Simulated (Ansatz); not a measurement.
# Decaying states in the gap of TeH3Br, part 2 of 3

Wanted: the relaxed cell of TeH3Br, its band edges and its decay constants. It is built by putting Te for O in the H3BrO structure of space group Cm, with the volume rescaled by atomic radii. The parent structure comes from the Materials Project.

Ansatz 0.2.0; PBE DFT, plane waves, PAW files (the session's first sound run).

So far. Step 2 (Cell and atoms at rest): The largest force component on a free atom ends at 0.0014 eV/Å.

The structure was built from a prototype and need not be the compound's stable phase.

## (3) The bulk crystal and its band edges

The energy window and the wavevectors of the next steps follow from the band edges, so these are searched first, off the mesh as well.

Contents of input.yaml:

```yaml
crystal:
  lattice:
    - [4.0974274045, -2.8574274448, -0.0388482622]
    - [4.0974274045, 2.8574274448, -0.0388482622]
    - [-2.0602992565, 0.0, 4.5507717269]
  atoms:
    - { symbol: H, position: [0.7186590621, 0.7186590621, 0.7117831246] }
    - { symbol: H, position: [0.7188276654, 0.2923856786, 0.2855045619] }
    - { symbol: H, position: [0.2923856786, 0.7188276654, 0.2855045619] }
    - { symbol: Br, position: [1.039831774, 1.039831774, -0.03555711] }
    - { symbol: Te, position: [0.48887782, 0.48887782, 0.5153058616] }
kpoints:
  mp_grid: { grid: [6, 6, 6] }
  band_path: { path: [VBM, CBM], npoints: 30 }
scf:
  occupations: { method: fixed }
hamiltonian:
  xc: pbe
output:
  eigenvalues: true
  write_potential: true
  write_density: true
  volumetric_format: npy
```

The run is started by

```
$ ansatz run input.yaml --threads 2 --pin off --max-ram 4096MiB --backend cpu --events-out ev --progress --plain --runs-dir out
```

Numbers of over 12 decimals in the logs are rounded to 6 here.

The program printed:

```text
[...]
Crystal: 5 atoms, lattice volume = 106.104 Å³
Basis set: ecut = 420 eV, 2083 PW (Γ)
Bands: 18, of which v1, the nominal top of the filled ones, is band 13 counted from 1 (12 counted from 0)
Symmetry: 2 space group operations
[...]
k-points: 68 of 216 (time reversal used)
[...]
SCF iter   1: F=—  HF=-9810.692679 eV  |F-HF|=—  |Δ(HF+E_count)|=         —  Δρ=3.88e-3  dr2=4.51e-2  ethr=1.77e-3  ⟨swp⟩=5.0  Hψ=5810  notcnv=0  defer=202
[...]
SCF iter   7: F=-9810.680099 eV  HF=-9810.680099 eV  |F-HF|=5.84e-9  |Δ(HF+E_count)|=   1.04e-7  Δρ=2.68e-6  dr2=5.79e-9  ethr=3.85e-10  ⟨swp⟩=10.2  Hψ=6152  notcnv=0
SCF 1 converged in 7 iterations: F = -9810.680099 eV  dr2 = 5.79e-9
[...]
NSCF: frozen V_eff on 68 k-points
[...]
SCF converged after 7 iterations
Free energy (F): -9810.680099 eV
[...]
Internal energy: -9810.680099 eV  (E = F + TS)
E sigma→0 (E₀):  -9810.680099 eV
Fermi energy:    1.549367 eV
[...]
--- Band table (eV; the first three rows and the last of 68) ---
  k-point 0: bands = [... 9 lower, -1.2057, 1.0194, 1.1187, 1.1197, 5.0241, 5.0242, 5.3611, 7.3960, ... 1 higher]
  k-point 1: bands = [... 9 lower, -1.2052, 0.7208, 0.8372, 1.0151, 5.2757, 5.4317, 5.9358, 7.6347, ... 1 higher]
  k-point 2: bands = [... 9 lower, -1.1812, 0.3448, 0.3678, 0.6498, 6.0292, 6.2212, 6.9243, 8.1144, ... 1 higher]
  k-point 67: bands = [... 9 lower, -1.7781, 0.0149, 0.0150, 0.4322, 6.6343, 6.6363, 7.3523, 9.0353, ... 1 higher]
```

Wall time 10 s (2 threads of Intel Xeon 6975P-C (Granite Rapids), shared host); peak memory 0.45 GiB.

The column dr2 measures how far the density is from self-consistency, as an energy; F and HF (Harris–Foulkes) agree once it is small.

This step gave:

- free energy: -9810.6801 eV
- Fermi energy: 1.549 eV
- gap on the k-mesh: 3.434 eV
- gap on path: 3.434 eV, by band count; negative where bands overlap
- direct gap on path: 3.434 eV
- edge places on path: 0, 0.8454 1/A along the path

Electronic bands along the path, in eV, zero at the Fermi level (highest filled level under fixed occupations); v1 is the highest filled band, c1 the lowest empty one:

| point | v4 | v3 | v2 | v1 | c1 | c2 | c3 | c4 |
| --- | --- | --- | --- | --- | --- | --- | --- | --- |
| VBM | -3.47 | -0.39 | -0.27 | 0.00 | 3.43 | 3.72 | 5.14 | 5.63 |
| halfway | -3.32 | -1.28 | -0.27 | -0.07 | 3.48 | 4.53 | 5.78 | 6.35 |
| CBM | -3.47 | -0.39 | -0.27 | 0.00 | 3.43 | 3.72 | 5.14 | 5.63 |

The searched edges give 3.43 eV, as on the mesh.

## (4) Decaying states in the gap, plane (100)

This step: PBE DFT, plane waves, PAW files; complex bands by layer matching along the plane's normal (Ansatz 0.2.0).

The same crystal is laid in a cell whose first two vectors span the (100) plane (indices of the standard conventional cell, whose axes can be ordered otherwise than in the bulk input). At fixed energy and wavevector in the plane the solver finds all kz, real and complex. A few wavevectors are listed, (0, 0) and (-0.5, -0.5) in units of the plane's reciprocal vectors; the slowest state needn't be among them.

Contents of input.yaml:

```yaml
crystal:
  lattice:
    - [5.71485489, 0.0, 0.0]
    - [0.0, 4.995433548, 0.0]
    - [2.857427445, 1.725318959, 3.716677954]
  atoms:
    - { symbol: H, position: [0.7186590621, 0.7117831246, 0.5626818758] }
    - { symbol: H, position: [0.7188276654, 0.2855045619, 0.988786656] }
    - { symbol: H, position: [0.2923856786, 0.2855045619, 0.988786656] }
    - { symbol: Br, position: [0.039831774, 0.96444289, 0.920336452] }
    - { symbol: Te, position: [0.48887782, 0.5153058616, 0.02224436] }
kpoints:
  mp_grid: { grid: [6, 6, 6] }
scf:
  occupations: { method: fixed }
hamiltonian:
  xc: pbe
output:
  eigenvalues: true
  transmission:
    leads: [[0, 0]]
    kpoints: [[0.0, 0.0], [-0.5, -0.5]]
    e_range: [-1.0, 4.43]
    de: 0.11
```

The program printed:

```text
[...]
Crystal: 5 atoms, lattice volume = 106.104 Å³
Basis set: ecut = 420 eV, 2083 PW (Γ)
Bands: 18, of which v1, the nominal top of the filled ones, is band 13 counted from 1 (12 counted from 0)
Symmetry: 2 space group operations
[...]
k-points: 68 of 216 (time reversal used)
[...]
SCF iter   1: F=—  HF=-9810.692641 eV  |F-HF|=—  |Δ(HF+E_count)|=         —  Δρ=3.87e-3  dr2=4.50e-2  ethr=1.77e-3  ⟨swp⟩=5.0  Hψ=5817  notcnv=0  defer=202
[...]
SCF iter   7: F=-9810.680092 eV  HF=-9810.680092 eV  |F-HF|=5.67e-9  |Δ(HF+E_count)|=   1.03e-7  Δρ=2.68e-6  dr2=5.85e-9  ethr=3.85e-10  ⟨swp⟩=10.2  Hψ=6179  notcnv=0
SCF 1 converged in 7 iterations: F = -9810.680092 eV  dr2 = 5.85e-9
[...]
transmission: 6 of 12 steps passed
transmission: 12 of 12 steps passed
SCF converged after 7 iterations
Free energy (F): -9810.680092 eV
[...]
Internal energy: -9810.680092 eV  (E = F + TS)
E sigma→0 (E₀):  -9810.680092 eV
Fermi energy:    1.549370 eV
[...]
--- Band table (eV; the first three rows and the last of 68) ---
  k-point 0: bands = [... 9 lower, -1.2057, 1.0194, 1.1187, 1.1197, 5.0241, 5.0243, 5.3611, 7.3961, ... 1 higher]
  k-point 1: bands = [... 9 lower, -1.2820, 0.3638, 1.1090, 1.1554, 5.0760, 5.2856, 6.4493, 7.4053, ... 1 higher]
  k-point 2: bands = [... 9 lower, -1.7431, 0.6935, 1.1850, 1.2332, 5.2001, 5.3845, 6.9039, 7.3957, ... 1 higher]
  k-point 67: bands = [... 9 lower, -1.8296, 0.4983, 1.2702, 1.4947, 5.0305, 5.9054, 7.0581, 7.6997, ... 1 higher]
--- Transmission ---
  basis      : 251 plane waves across, 6 finite elements along
  points     : 2, as listed
  energies   : 50 from -1.000000 to 4.390000 eV about the Fermi level, 0.110000 eV apart; the leads are filled to 1.717008 eV, and channels, transmission and decay are at 1.750000 eV
  crystal 0  : H3Br1Te1, at the sites [0, 0], period 3.7167 Å: whole cells are its period
    offset         : up to 0.0000 Å between an atom of the period and one for which it stands
    channels       : 0.000000e0 a spin
    conductance    : none, the energies end too early or step too widely for 300 K: set another output.transmission.e_range or a lower de, or, where they end at an eighth of basis.ecutwfc, a higher one
    slowest decay  : 0.2205 /Å at (0.0000, 0.0000)
```

Wall time 24 s (2 threads); peak memory 0.67 GiB; 35 s of CPU time.

This step gave:

```yaml
level_to_which_the_leads_are_filled: 1.717 eV from the Fermi level
decay_constant_at_the_filling_level_zone_centre: 0.2205 Å⁻¹
decay_constant_at_the_filling_level_slowest_listed_point: 0.2205 Å⁻¹
```

K parallel (0, 0); values up to 1.5 1/Å, a degenerate pair printed once or twice; energies at which all values exceed this have no row. Im kz of the slowest decaying states against energy, zero at the highest filled level on the SCF mesh:

| energy (eV) | decay 1 (Å⁻¹) | decay 2 (Å⁻¹) | decay 3 (Å⁻¹) | decay 4 (Å⁻¹) |
| --- | --- | --- | --- | --- |
| -1.00 | 0.732 | 0.793 | 0.882 | 1.07 |
| -0.78 | 0.718 | 0.731 | 0.875 | 1.07 |
| -0.45 | 0.202 | 0.694 | 0.726 | 0.920 |
| -0.23 | 0.118 | 0.258 | 0.443 | 0.706 |
| -0.01 | 0.155 | 0.529 | 0.621 | 0.710 |
| 0.10 | 0.0832 | 0.168 | 0.590 | 0.671 |
| 0.32 | 0.139 | 0.188 | 0.669 | 0.710 |
| 0.65 | 0.183 | 0.207 | 0.706 | 0.737 |
| 0.87 | 0.201 | 0.215 | 0.701 | 0.734 |
| 1.20 | 0.219 | 0.222 | 0.691 | 0.734 |
| 1.42 | 0.223 | 0.225 | 0.683 | 0.741 |
| 1.64 | 0.222 | 0.229 | 0.673 | 0.751 |
| 1.97 | 0.216 | 0.228 | 0.657 | 0.702 |
| 2.19 | 0.209 | 0.223 | 0.643 | 0.667 |
| 2.52 | 0.193 | 0.209 | 0.597 | 0.629 |
| 2.74 | 0.178 | 0.194 | 0.547 | 0.597 |
| 3.07 | 0.146 | 0.156 | 0.452 | 0.516 |
| 3.29 | 0.106 | 0.110 | 0.366 | 0.430 |
| 3.62 | 0.154 | 0.429 | 0.543 | 0.676 |
| 3.84 | 0.357 | 0.430 | 0.522 | 0.645 |
| 4.17 | 0.215 | 0.410 | 0.488 | 0.593 |
| 4.39 | 0.258 | 0.389 | 0.463 | 0.552 |

K parallel (-0.5, -0.5); values up to 1.5 1/Å, a degenerate pair printed once or twice; energies at which all values exceed this have no row. Table of Im kz of the slowest decaying states by energy, zero at the highest filled level on the SCF mesh:

| energy (eV) | decay 1 (Å⁻¹) | decay 2 (Å⁻¹) | decay 3 (Å⁻¹) | decay 4 (Å⁻¹) |
| --- | --- | --- | --- | --- |
| -1.00 | 0.620 | 0.892 | 1.22 | - |
| -0.78 | 0.586 | 0.819 | 1.20 | - |
| -0.45 | 0.399 | 0.736 | 1.17 | - |
| -0.23 | 0.0788 | 0.171 | 0.710 | 1.15 |
| -0.01 | 0.204 | 0.697 | 1.13 | - |
| 0.10 | 0.144 | 0.377 | 0.693 | 1.12 |
| 0.32 | 0.182 | 0.532 | 0.693 | 1.09 |
| 0.65 | 0.211 | 0.609 | 0.718 | 1.06 |
| 0.87 | 0.223 | 0.616 | 0.746 | 1.03 |
| 1.20 | 0.235 | 0.609 | 0.780 | 0.988 |
| 1.42 | 0.238 | 0.601 | 0.794 | 0.959 |
| 1.64 | 0.239 | 0.591 | 0.801 | 0.931 |
| 1.97 | 0.236 | 0.576 | 0.790 | 0.896 |
| 2.19 | 0.231 | 0.565 | 0.764 | 0.881 |
| 2.52 | 0.217 | 0.556 | 0.692 | 0.870 |
| 2.74 | 0.203 | 0.589 | 0.865 | 1.46 |
| 3.07 | 0.170 | 0.520 | 0.857 | 1.43 |
| 3.29 | 0.131 | 0.448 | 0.851 | 1.41 |
| 3.62 | 0.0980 | 0.314 | 0.437 | 0.839 |
| 3.84 | 0.329 | 0.503 | 0.830 | 1.35 |
| 4.17 | 0.303 | 0.523 | 0.813 | 1.32 |
| 4.39 | 0.275 | 0.513 | 0.800 | 1.30 |

At the listed wavevectors the last open channel is at -0.01 eV and the next at +3.51 eV on the grid. At +1.75 eV, the grid energy nearest the filling level (the middle of the gap on the SCF mesh), the slowest state at the listed wavevectors decays with κ = 0.221 Å⁻¹, its amplitude falling by e over 4.5 Å. Through 1 nm of this crystal that state's transmission falls by exp(−2 × 0.221 Å⁻¹ × 10 Å) = 0.012.

## (5) Decaying states in the gap, plane (001)

The same for the (001) plane, at (0, 0), (-0.5, -0.5) and (-0.5, 0), to see how the decay depends on direction.

Contents of input.yaml:

```yaml
crystal:
  lattice:
    - [4.995529214, 0.0, 0.0]
    - [1.72664968, 4.687642585, 0.0]
    - [1.725285919, 1.20311046, 4.531034104]
  atoms:
    - { symbol: H, position: [0.7186590621, 0.7186590621, 0.2882168754] }
    - { symbol: H, position: [0.2923856786, 0.7188276654, 0.7144954381] }
    - { symbol: H, position: [0.7188276654, 0.2923856786, 0.7144954381] }
    - { symbol: Br, position: [0.039831774, 0.039831774, 0.03555711] }
    - { symbol: Te, position: [0.48887782, 0.48887782, 0.4846941384] }
kpoints:
  mp_grid: { grid: [6, 6, 6] }
scf:
  occupations: { method: fixed }
hamiltonian:
  xc: pbe
output:
  eigenvalues: true
  transmission:
    leads: [[0, 0]]
    kpoints: [[0.0, 0.0], [-0.5, -0.5], [-0.5, 0.0]]
    e_range: [-1.0, 4.43]
    de: 0.11
```

The program printed:

```text
[...]
Crystal: 5 atoms, lattice volume = 106.104 Å³
Basis set: ecut = 420 eV, 2083 PW (Γ)
Bands: 18, of which v1, the nominal top of the filled ones, is band 13 counted from 1 (12 counted from 0)
Symmetry: 2 space group operations
[...]
k-points: 68 of 216 (time reversal used)
[...]
SCF iter   1: F=—  HF=-9810.692673 eV  |F-HF|=—  |Δ(HF+E_count)|=         —  Δρ=3.88e-3  dr2=4.51e-2  ethr=1.77e-3  ⟨swp⟩=5.0  Hψ=5813  notcnv=0  defer=202
[...]
SCF iter   7: F=-9810.680099 eV  HF=-9810.680099 eV  |F-HF|=5.89e-9  |Δ(HF+E_count)|=   1.04e-7  Δρ=2.68e-6  dr2=5.71e-9  ethr=3.85e-10  ⟨swp⟩=10.2  Hψ=6179  notcnv=0
SCF 1 converged in 7 iterations: F = -9810.680099 eV  dr2 = 5.71e-9
[...]
transmission: 7 of 21 steps passed
transmission: 14 of 21 steps passed
transmission: 21 of 21 steps passed
SCF converged after 7 iterations
Free energy (F): -9810.680099 eV
[...]
Internal energy: -9810.680099 eV  (E = F + TS)
E sigma→0 (E₀):  -9810.680099 eV
Fermi energy:    1.549367 eV
[...]
--- Band table (eV; the first three rows and the last of 68) ---
  k-point 0: bands = [... 9 lower, -1.2057, 1.0194, 1.1187, 1.1197, 5.0241, 5.0242, 5.3611, 7.3960, ... 1 higher]
  k-point 1: bands = [... 9 lower, -1.2052, 0.7208, 0.8372, 1.0151, 5.2757, 5.4317, 5.9358, 7.6347, ... 1 higher]
  k-point 2: bands = [... 9 lower, -1.1812, 0.3448, 0.3678, 0.6498, 6.0292, 6.2212, 6.9243, 8.1144, ... 1 higher]
  k-point 67: bands = [... 9 lower, -1.7781, 0.0149, 0.0150, 0.4322, 6.6343, 6.6363, 7.3523, 9.0353, ... 1 higher]
--- Transmission ---
  basis      : 209 plane waves across, 7 finite elements along
  points     : 3, as listed
[...]
crystal 0  : Br1H3Te1, at the sites [0, 0], period 4.5310 Å: whole cells are its period
[...]
channels       : 0.000000e0 a spin
[...]
slowest decay  : 0.3160 /Å at (-0.5000, -0.5000)
```

The job ended after 17 s (2 threads; peak memory 0.69 GiB; 34 s of CPU time).

Numbers from this step:

| Property | Result |
| --- | --- |
| decay constant at the filling level, zone centre | 0.3380 Å⁻¹ |
| decay constant at the filling level, slowest listed point | 0.316 Å⁻¹ |

K parallel (0, 0); values up to 1.5 1/Å, a degenerate pair printed once or twice; energies at which all values exceed this have no row. Table of Im kz of the slowest decaying states by energy, zero at the highest filled level on the SCF mesh:

| energy (eV) | decay 1 (Å⁻¹) | decay 2 (Å⁻¹) | decay 3 (Å⁻¹) | decay 4 (Å⁻¹) |
| --- | --- | --- | --- | --- |
| -1.0000 | 0.671 | 1.14 | 1.19 | - |
| -0.7800 | 0.675 | 1.13 | 1.17 | - |
| -0.4500 | 0.0590 | 0.677 | 1.11 | 1.14 |
| -0.2300 | 0.171 | 0.197 | 0.677 | 1.09 |
| -0.0100 | 0.234 | 0.264 | 0.676 | 1.08 |
| 0.2100 | 0.274 | 0.305 | 0.673 | 1.06 |
| 0.5400 | 0.312 | 0.342 | 0.667 | 1.04 |
| 0.7600 | 0.328 | 0.357 | 0.662 | 1.02 |
| 0.9800 | 0.338 | 0.365 | 0.656 | 1.01 |
| 1.2000 | 0.343 | 0.369 | 0.649 | 0.987 |
| 1.5300 | 0.343 | 0.367 | 0.637 | 0.952 |
| 1.7500 | 0.338 | 0.360 | 0.628 | 0.928 |
| 1.9700 | 0.329 | 0.350 | 0.617 | 0.904 |
| 2.3000 | 0.308 | 0.327 | 0.601 | 0.865 |
| 2.5200 | 0.288 | 0.306 | 0.589 | 0.839 |
| 2.7400 | 0.261 | 0.280 | 0.575 | 0.811 |
| 2.9600 | 0.226 | 0.246 | 0.561 | 0.782 |
| 3.2900 | 0.142 | 0.170 | 0.538 | 0.737 |
| 3.5100 | 0.115 | 0.521 | 0.705 | 0.789 |
| 3.7300 | 0.0731 | 0.502 | 0.672 | 0.767 |
| 3.9500 | 0.482 | 0.636 | 0.743 | 1.43 |
| 4.2800 | 0.449 | 0.579 | 0.706 | 1.40 |

K parallel (-0.5, -0.5); values up to 1.5 1/Å, a degenerate pair printed once or twice; energies at which all values exceed this have no row. Table of Im kz of the slowest decaying states by energy, zero at the highest filled level on the SCF mesh:

| energy (eV) | decay 1 (Å⁻¹) | decay 2 (Å⁻¹) | decay 3 (Å⁻¹) | decay 4 (Å⁻¹) |
| --- | --- | --- | --- | --- |
| -1.00 | 0.635 | 1.36 | - | - |
| -0.78 | 0.628 | 1.34 | 1.50 | - |
| -0.56 | 0.620 | 1.32 | 1.48 | - |
| -0.34 | 0.105 | 0.611 | 1.30 | 1.46 |
| -0.12 | 0.139 | 0.232 | 0.599 | 1.28 |
| -0.01 | 0.178 | 0.271 | 0.593 | 1.27 |
| 0.10 | 0.111 | 0.207 | 0.304 | 0.586 |
| 0.32 | 0.188 | 0.249 | 0.357 | 0.570 |
| 0.54 | 0.233 | 0.279 | 0.401 | 0.550 |
| 0.76 | 0.263 | 0.301 | 0.446 | 0.521 |
| 0.98 | 0.285 | 0.316 | 0.488 | 1.19 |
| 1.20 | 0.300 | 0.327 | 0.490 | 1.17 |
| 1.42 | 0.310 | 0.333 | 0.489 | 1.15 |
| 1.64 | 0.315 | 0.335 | 0.487 | 1.13 |
| 1.75 | 0.316 | 0.335 | 0.485 | 1.12 |
| 1.97 | 0.314 | 0.332 | 0.480 | 1.10 |
| 2.19 | 0.307 | 0.325 | 0.473 | 1.07 |
| 2.41 | 0.295 | 0.314 | 0.464 | 1.05 |
| 2.63 | 0.275 | 0.298 | 0.455 | 1.03 |
| 2.85 | 0.246 | 0.277 | 0.444 | 1.01 |
| 3.07 | 0.203 | 0.249 | 0.433 | 0.988 |
| 3.29 | 0.132 | 0.210 | 0.420 | 0.965 |
| 3.51 | 0.152 | 0.406 | 0.942 | 1.03 |
| 3.73 | 0.391 | 0.918 | 0.998 | 1.22 |
| 3.95 | 0.372 | 0.893 | 0.969 | 1.19 |
| 4.17 | 0.351 | 0.866 | 0.939 | 1.17 |
| 4.39 | 0.324 | 0.838 | 0.908 | 1.14 |

K parallel (-0.5, 0); values up to 1.5 1/Å, a degenerate pair printed once or twice; energies at which all values exceed this have no row. Im kz of the slowest decaying states against energy, zero at the highest filled level on the SCF mesh:

| energy (eV) | decay 1 (Å⁻¹) | decay 2 (Å⁻¹) | decay 3 (Å⁻¹) | decay 4 (Å⁻¹) |
| --- | --- | --- | --- | --- |
| -1.0000 | 0.969 | 1.18 | - | - |
| -0.7800 | 0.953 | 1.16 | - | - |
| -0.4500 | 0.928 | 1.12 | - | - |
| -0.2300 | 0.112 | 0.911 | 1.10 | - |
| -0.0100 | 0.225 | 0.894 | 1.08 | - |
| 0.2100 | 0.176 | 0.286 | 0.876 | 1.06 |
| 0.5400 | 0.263 | 0.346 | 0.848 | 1.02 |
| 0.7600 | 0.297 | 0.375 | 0.829 | 1.00 |
| 0.9800 | 0.322 | 0.396 | 0.809 | 0.982 |
| 1.2000 | 0.339 | 0.412 | 0.789 | 0.960 |
| 1.5300 | 0.354 | 0.427 | 0.757 | 0.928 |
| 1.7500 | 0.358 | 0.415 | 0.449 | 0.735 |
| 1.9700 | 0.359 | 0.383 | 0.480 | 0.713 |
| 2.3000 | 0.347 | 0.504 | 0.677 | 0.853 |
| 2.5200 | 0.326 | 0.515 | 0.652 | 0.832 |
| 2.7400 | 0.299 | 0.521 | 0.626 | 0.789 |
| 2.9600 | 0.263 | 0.525 | 0.598 | 0.758 |
| 3.2900 | 0.145 | 0.217 | 0.528 | 0.549 |
| 3.5100 | 0.157 | 0.520 | 0.685 | 0.782 |
| 3.7300 | 0.499 | 0.656 | 0.765 | 1.27 |
| 3.9500 | 0.463 | 0.485 | 0.626 | 0.747 |
| 4.2800 | 0.395 | 0.465 | 0.580 | 0.718 |

At the listed wavevectors the last open channel is at -0.01 eV and the next at +3.51 eV on the grid. At +1.75 eV, the grid energy nearest the filling level (the middle of the gap on the SCF mesh), the slowest state at the listed wavevectors decays with κ = 0.316 Å⁻¹, its amplitude falling by e over 3.2 Å; the first such run, plane (100), gave 0.221 Å⁻¹.

## (6) Band edges at another level, cutoff 500 eV

This step: r2SCAN DFT, plane waves, PAW files (Ansatz 0.2.0).

The edges again with r2SCAN, at the same atoms. Against that run the cutoff is 500 eV against 420.

Contents of input.yaml:

```yaml
crystal:
  lattice:
    - [4.0974274045, -2.8574274448, -0.0388482622]
    - [4.0974274045, 2.8574274448, -0.0388482622]
    - [-2.0602992565, 0.0, 4.5507717269]
  atoms:
    - { symbol: H, position: [0.7186590621, 0.7186590621, 0.7117831246] }
    - { symbol: H, position: [0.7188276654, 0.2923856786, 0.2855045619] }
    - { symbol: H, position: [0.2923856786, 0.7188276654, 0.2855045619] }
    - { symbol: Br, position: [1.039831774, 1.039831774, -0.03555711] }
    - { symbol: Te, position: [0.48887782, 0.48887782, 0.5153058616] }
kpoints:
  mp_grid: { grid: [6, 6, 6] }
  band_path: { path: [VBM, CBM], npoints: 30 }
scf:
  occupations: { method: fixed }
hamiltonian:
  xc: r2scan
output:
  eigenvalues: true
```

The program printed:

```text
[...]
Crystal: 5 atoms, lattice volume = 106.104 Å³
Basis set: ecut = 500 eV, 2677 PW (Γ), exchange–correlation on 160×160×160 points (64 copies of the dense FFT grid, shifted against one another)
Bands: 18, of which v1, the nominal top of the filled ones, is band 13 counted from 1 (12 counted from 0)
Symmetry: 2 space group operations
[...]
k-points: 68 of 216 (time reversal used)
[...]
SCF iter   1: F=—  HF=-9835.534842 eV  |F-HF|=—  |Δ(HF+E_count)|=         —  Δρ=5.32e-3  dr2=8.64e-2  dr2_τ=1.08e-2  ethr=1.77e-3  ⟨swp⟩=5.0  Hψ=5818  notcnv=0  defer=202
[...]
SCF iter   7: F=-9835.473574 eV  HF=-9835.473574 eV  |F-HF|=3.18e-9  |Δ(HF+E_count)|=   2.19e-7  Δρ=3.12e-6  dr2=1.36e-8  dr2_τ=4.71e-10  ethr=3.85e-10  ⟨swp⟩=10.0  Hψ=6075  notcnv=0
SCF 1 converged in 7 iterations: F = -9835.473574 eV  dr2 = 1.36e-8
[...]
SCF converged after 7 iterations
Free energy (F): -9835.473574 eV
[...]
Internal energy: -9835.473574 eV  (E = F + TS)
E sigma→0 (E₀):  -9835.473574 eV
Fermi energy:    1.233374 eV
[...]
--- Band table (eV; the first three rows and the last of 68) ---
  k-point 0: bands = [... 9 lower, -1.6018, 0.6789, 0.7873, 0.7883, 5.0753, 5.0756, 5.4994, 7.4852, ... 1 higher]
  k-point 1: bands = [... 9 lower, -1.5995, 0.3856, 0.5081, 0.6846, 5.3406, 5.4842, 6.0655, 7.7112, ... 1 higher]
  k-point 2: bands = [... 9 lower, -1.5718, 0.0127, 0.0338, 0.3185, 6.1017, 6.2832, 7.0589, 8.1686, ... 1 higher]
  k-point 67: bands = [... 9 lower, -2.1725, -0.3185, -0.3184, 0.0911, 6.7101, 6.7122, 7.3883, 9.2556, ... 1 higher]
```

Wall time 21 s (2 threads); peak memory 0.65 GiB; 42 s of CPU time.

This step gave:

```
free energy        : -9835.4736 eV
Fermi energy       : 1.233 eV
gap on the k-mesh  : 3.840 eV
gap on path        : 3.840 eV, by band count; negative where bands overlap
direct gap on path : 3.840 eV
```

Electronic bands along the path, in eV, zero at the Fermi level (highest filled level under fixed occupations); v1 is the highest filled band, c1 the lowest empty one:

| point | v4 | v3 | v2 | v1 | c1 | c2 | c3 | c4 |
| --- | --- | --- | --- | --- | --- | --- | --- | --- |
| VBM | -3.57 | -0.41 | -0.28 | 0.00 | 3.84 | 4.10 | 5.45 | 6.17 |
| halfway | -3.42 | -1.30 | -0.28 | -0.07 | 3.88 | 4.94 | 6.22 | 6.73 |
| CBM | -3.57 | -0.41 | -0.28 | 0.00 | 3.84 | 4.09 | 5.45 | 6.18 |

The searched edges give 3.84 eV, as on the mesh.

Between step 3 and this run (r2SCAN and cutoff 500 eV) the value for the gap on path moves from 3.43 eV to 3.84 eV.

[end of part 2 of 3]

[Logs are printed without paths, hosts, clocks, repeated set-up lines and the standing remarks that a program may print on its own settings, such as how far it seeks lower states.]

[Hosts, paths, dates, database ids (printed as entryN), source tags and the programs' standing remarks are cut or masked in the printed files.]
